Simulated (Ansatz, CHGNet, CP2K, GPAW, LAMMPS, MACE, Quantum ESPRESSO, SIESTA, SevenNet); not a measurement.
**A faulty GPAW run on Mg36Fe35Al29 (at. %) at 1400 K with crystalline order left by the classical run (69 atoms)**

Program: GPAW 26.7.0, a calculation on a cell of 25 Mg, 24 Fe and 20 Al, 21.1 Å³ an atom.

The input, run.py:

```python
import numpy as np
from ase.io import read
from gpaw import GPAW, FermiDirac

atoms = read("structure.xyz")
atoms.calc = GPAW(
    mode="lcao",
    basis="dzp",
    h=0.2,
    xc="PBE",
    kpts={"size": (1, 1, 1), "gamma": True},
    occupations=FermiDirac(0.05),
    maxiter=6,
    symmetry={"point_group": False},
    txt="gpaw.txt",
)
energy = atoms.get_potential_energy(force_consistent=True)
forces = atoms.get_forces()
print(f"energy {energy:.6f} eV")
print("forces (eV/A)")
for i, (a, f) in enumerate(zip(atoms, forces)):
    print(f"{i:4d} {a.symbol:2s} {f[0]:10.5f} {f[1]:10.5f} {f[2]:10.5f}")
print(f"Fermi level {atoms.calc.get_fermi_level():.4f} eV")
for k in range(len(atoms.calc.get_ibz_k_points())):
    for s in range(atoms.calc.get_number_of_spins()):
        e = atoms.calc.get_eigenvalues(kpt=k, spin=s)
        n = np.searchsorted(e, atoms.calc.get_fermi_level())
        print(f"k {k} spin {s} levels about the Fermi level:", np.round(e[max(n - 6, 0):n], 4).tolist(), "|", np.round(e[n:n + 6], 4).tolist())
```

The input, structure.xyz:

```xyz
69
Lattice="11.32714 0.00000 0.00000 0.00000 11.32714 0.00000 0.00000 0.00000 11.32714" Properties=species:S:1:pos:R:3:initial_magmoms:R:1 pbc="T T T"
Mg 7.54410 5.98583 9.10260 0.0
Mg 0.48831 4.38610 0.31478 0.0
Mg 9.20387 10.02701 6.69253 0.0
Mg 7.71276 2.46014 3.75936 0.0
Mg 8.42309 5.08441 6.57087 0.0
Mg 10.44102 5.72292 3.98591 0.0
Mg 5.80516 3.07113 6.26765 0.0
Mg 0.34763 10.47840 0.34548 0.0
Mg 1.56813 1.92052 2.09779 0.0
Mg 6.45704 4.57390 1.26184 0.0
Mg 9.17849 9.04778 3.99225 0.0
Mg 9.38012 2.99138 0.54144 0.0
Mg 5.59028 7.54388 1.08854 0.0
Mg 9.19061 11.26110 1.59860 0.0
Mg 8.78318 7.96819 10.54625 0.0
Mg 1.47955 0.43077 4.62000 0.0
Mg 10.14051 1.87940 8.69063 0.0
Mg 10.51023 7.72511 1.47083 0.0
Mg 6.86674 1.65002 10.78831 0.0
Mg 4.09963 11.05506 3.18474 0.0
Mg 10.23430 2.73992 5.87029 0.0
Mg 0.13593 7.30147 7.57344 0.0
Mg 5.81365 10.23781 0.80094 0.0
Mg 4.27316 1.95495 0.75473 0.0
Mg 7.74051 10.43400 9.66885 0.0
Fe 5.52583 7.68218 8.23517 2.2
Fe 6.10193 8.80402 3.97956 2.2
Fe 7.21527 0.93630 6.07407 2.2
Fe 4.07732 0.96281 9.91465 2.2
Fe 2.36624 8.59390 1.87668 2.2
Fe 0.37561 8.26134 4.29638 2.2
Fe 6.13931 5.03605 4.87701 2.2
Fe 2.36760 5.23971 9.70736 2.2
Fe 8.52707 6.01290 1.07030 2.2
Fe 4.80135 0.60747 6.20976 2.2
Fe 6.42339 1.12682 1.95031 2.2
Fe 4.53006 5.07648 7.48588 2.2
Fe 6.10057 3.69287 9.02524 2.2
Fe 3.73037 9.52261 6.81713 2.2
Fe 7.38484 7.41712 5.59402 2.2
Fe 7.97850 2.66414 7.82445 2.2
Fe 4.31462 6.75267 3.34037 2.2
Fe 9.80296 0.56047 4.18560 2.2
Fe 2.35287 6.82018 5.75237 2.2
Fe 7.55951 8.73968 1.87011 2.2
Fe 4.68332 2.79746 3.97311 2.2
Fe 2.21423 9.46609 8.88784 2.2
Fe 3.75268 8.15373 10.28063 2.2
Fe 3.15393 2.91425 6.23117 2.2
Al 3.52806 3.03296 8.81818 0.0
Al 1.80974 4.81166 7.19726 0.0
Al 4.57447 10.11853 8.87425 0.0
Al 3.05855 7.10563 8.23053 0.0
Al 6.82041 6.60350 3.28453 0.0
Al 7.35437 10.90158 3.76514 0.0
Al 6.21441 9.57132 6.39213 0.0
Al 1.81676 6.49725 3.46248 0.0
Al 6.06931 1.11822 8.11669 0.0
Al 1.15605 9.71393 6.79798 0.0
Al 1.27555 7.79964 10.61795 0.0
Al 2.56005 0.58131 7.58352 0.0
Al 3.49034 4.95698 4.82298 0.0
Al 4.94158 7.09928 5.61056 0.0
Al 3.10613 6.28135 1.03881 0.0
Al 3.03613 10.39446 11.13209 0.0
Al 4.84779 5.43091 9.66375 0.0
Al 2.87302 8.86530 4.44273 0.0
Al 10.71457 3.04711 3.12437 0.0
Al 1.41080 1.56258 10.01342 0.0
```

Command:

```console
> OMP_NUM_THREADS=1 python run.py > output.txt
```

Output:

```text
gpaw.KohnShamConvergenceError
```

gpaw.txt:

```text
Input parameters:
  mode=LCAO(),
  basis={'default': 'dzp'},
  h=0.2,
  kpts=MonkhorstPack(size=(1, 1, 1), gamma=True),
  maxiter=6,
  occupations=Occupations(name='fermi-dirac', width=0.05, fixmagmom=False),
  symmetry=Symmetry(point_group=False),
  xc=XC(name='PBE')
Unit cell  # Å
| periodic |         x |         y |         z |   lengths |    angles |
|----------|-----------|-----------|-----------|-----------|-----------|
|      yes | 11.327140 |  0.000000 |  0.000000 | 11.327140 | 90.000000 |
|      yes |  0.000000 | 11.327140 |  0.000000 | 11.327140 | 90.000000 |
|      yes |  0.000000 |  0.000000 | 11.327140 | 11.327140 | 90.000000 |
Number of symmetries: 1
Symmetry operations  # r_c * U_cc + t_c -> r_c
|   | kind |            matrix            |
|---|------|------------------------------|
| 0 |  E   |  1, 0, 0,  0, 1, 0,  0, 0, 1 |
BZ-sampling:
  Number of BZ points: 1
  Number of IBZ points: 1
  Monkhorst-Pack size: [1, 1, 1]
  Monkhorst-Pack shift: [0, 0, 0]
K-points  # in reciprocal-cell coordinates
|   |                                coordinates |     weight |
|---|--------------------------------------------|------------|
| 0 | (  0.00000000,   0.00000000,   0.00000000) | 1.00000000 |
basis functions: 1095
Spin-components: 2 (collinear spins)
Bands:           337
Projectors:      369
Spin-degeneracy: 1
Datatype:        <class 'float'>
Parallelization:
  kpt:    1
  domain: 1
  band:   1
Density:
  Valence electrons: 502.0
  Components: 2
  Grid points: [56 56 56]
  Charge: 0.0  # |e|
Potential:
  Grid points: [56 56 56]
species:
  Mg:
    name:    Magnesium
    Z:       12.0
    valence: 10
    core:    2
    LCAO basis set for Mg:
      Name: dzp
      Number of radial functions: 9
      Number of spherical harmonics: 19
        l=0, rc=2.7969 Bohr: 2s-sz confined orbital
        l=0, rc=9.2344 Bohr: 3s-sz confined orbital
        l=1, rc=3.1406 Bohr: 2p-sz confined orbital
        l=1, rc=12.7188 Bohr: 3p-sz confined orbital
        l=0, rc=1.8125 Bohr: 2s-dz split-valence wave
        l=0, rc=5.5156 Bohr: 3s-dz split-valence wave
        l=1, rc=2.0938 Bohr: 2p-dz split-valence wave
        l=1, rc=7.7969 Bohr: 3p-dz split-valence wave
        l=1, rc=9.2344 Bohr: p-type Gaussian polarization
      Number of RI-basis functions 0
  Fe:
    name:    Iron
    Z:       26.0
    valence: 8
    core:    18
    LCAO basis set for Fe:
      Name: dzp
      Number of radial functions: 5
      Number of spherical harmonics: 15
        l=0, rc=8.9688 Bohr: 4s-sz confined orbital
        l=2, rc=5.1719 Bohr: 3d-sz confined orbital
        l=0, rc=5.3281 Bohr: 4s-dz split-valence wave
        l=2, rc=3.0938 Bohr: 3d-dz split-valence wave
        l=1, rc=8.9688 Bohr: p-type Gaussian polarization
      Number of RI-basis functions 0
  Al:
    name:    Aluminium
    Z:       13.0
    valence: 3
    core:    10
    LCAO basis set for Al:
      Name: dzp
      Number of radial functions: 5
      Number of spherical harmonics: 13
        l=0, rc=7.8750 Bohr: 3s-sz confined orbital
        l=1, rc=10.4219 Bohr: 3p-sz confined orbital
        l=0, rc=4.6094 Bohr: 3s-dz split-valence wave
        l=1, rc=6.2812 Bohr: 3p-dz split-valence wave
        l=2, rc=10.4219 Bohr: d-type Gaussian polarization
      Number of RI-basis functions 0
Reference energy: -1099176.497913  # eV
eigensolver:
density mixing:
  MSR1-Mixer
occupation numbers:
  Fermi-Dirac:
    width: 0.0500  # eV
FastPoissonSolver using
    Stencil: 6*3+1=19 point O(h^6) finite-difference Laplacian
xc functional:
  name: PBE with 2 nearest neighbor stencil
interpolation: tri-quintic # 5. degree polynomial
Initialization done in: 16.848 s
convergence criteria:
- Maximum [total energy] change in last 3 cyles: 0.0005 eV / valence electron
- Maximum integral of absolute [dens]ity change: 0.0001 electrons / valence electron
- Maximum integral of absolute [eigenst]ate change: 4e-08 eV^2 / valence electron
maximum number of iterations: 6
SCF iterations
|iter     |      energy | eigst |  dens |  magmom |
|---------|-------------|-------|-------|---------|
|iter:   1| -320.348471 |      c|       | +52.2379|
|iter:   2| -292.104662 |      c| -0.75 | +51.1604|
|iter:   3| -290.821185 |      c| -0.94 | +50.9791|
|iter:   4| -284.750630 |      c| -0.97 | +50.8572|
|iter:   5| -284.435695 |      c| -1.16 | +50.9319|
|iter:   6| -285.187344 |      c| -1.20 | +51.1649|
timing:  # [seconds]
  Total: 335.227  # ━━━━━━━━━━━━━━━━━━━━━━━━━━━━━━━━━━━━━━━━━━━━━━━━━━━━━━━━━
  Init:   16.847  # ━━━
  SCF:   318.327  # ━━━━━━━━━━━━━━━━━━━━━━━━━━━━━━━━━━━━━━━━━━━━━━━━━━━━━━
```

It took 5.6 min on 1 thread of Arm Neoverse V1, shared host; peak memory 1.9 GiB.

Banners, paths, timers and routine set-up lines are dropped from the logs unmarked, and long logs keep their key lines alone; longer cuts are marked.

**Question.** What is wrong with this input?

Too few SCF iterations: iteration limit 6.

The run ended unconverged.

[Also dropped from logs without a mark: logging warnings of Python, and SIESTA's first energy breakdown and zero terms.]

[Logs are printed without paths, hosts, clocks, repeated set-up lines and the standing remarks that a program may print on its own settings, such as how far it seeks lower states.]

[Hosts, paths, dates, database ids (printed as entryN), source tags and the programs' standing remarks are cut or masked in the printed files.]
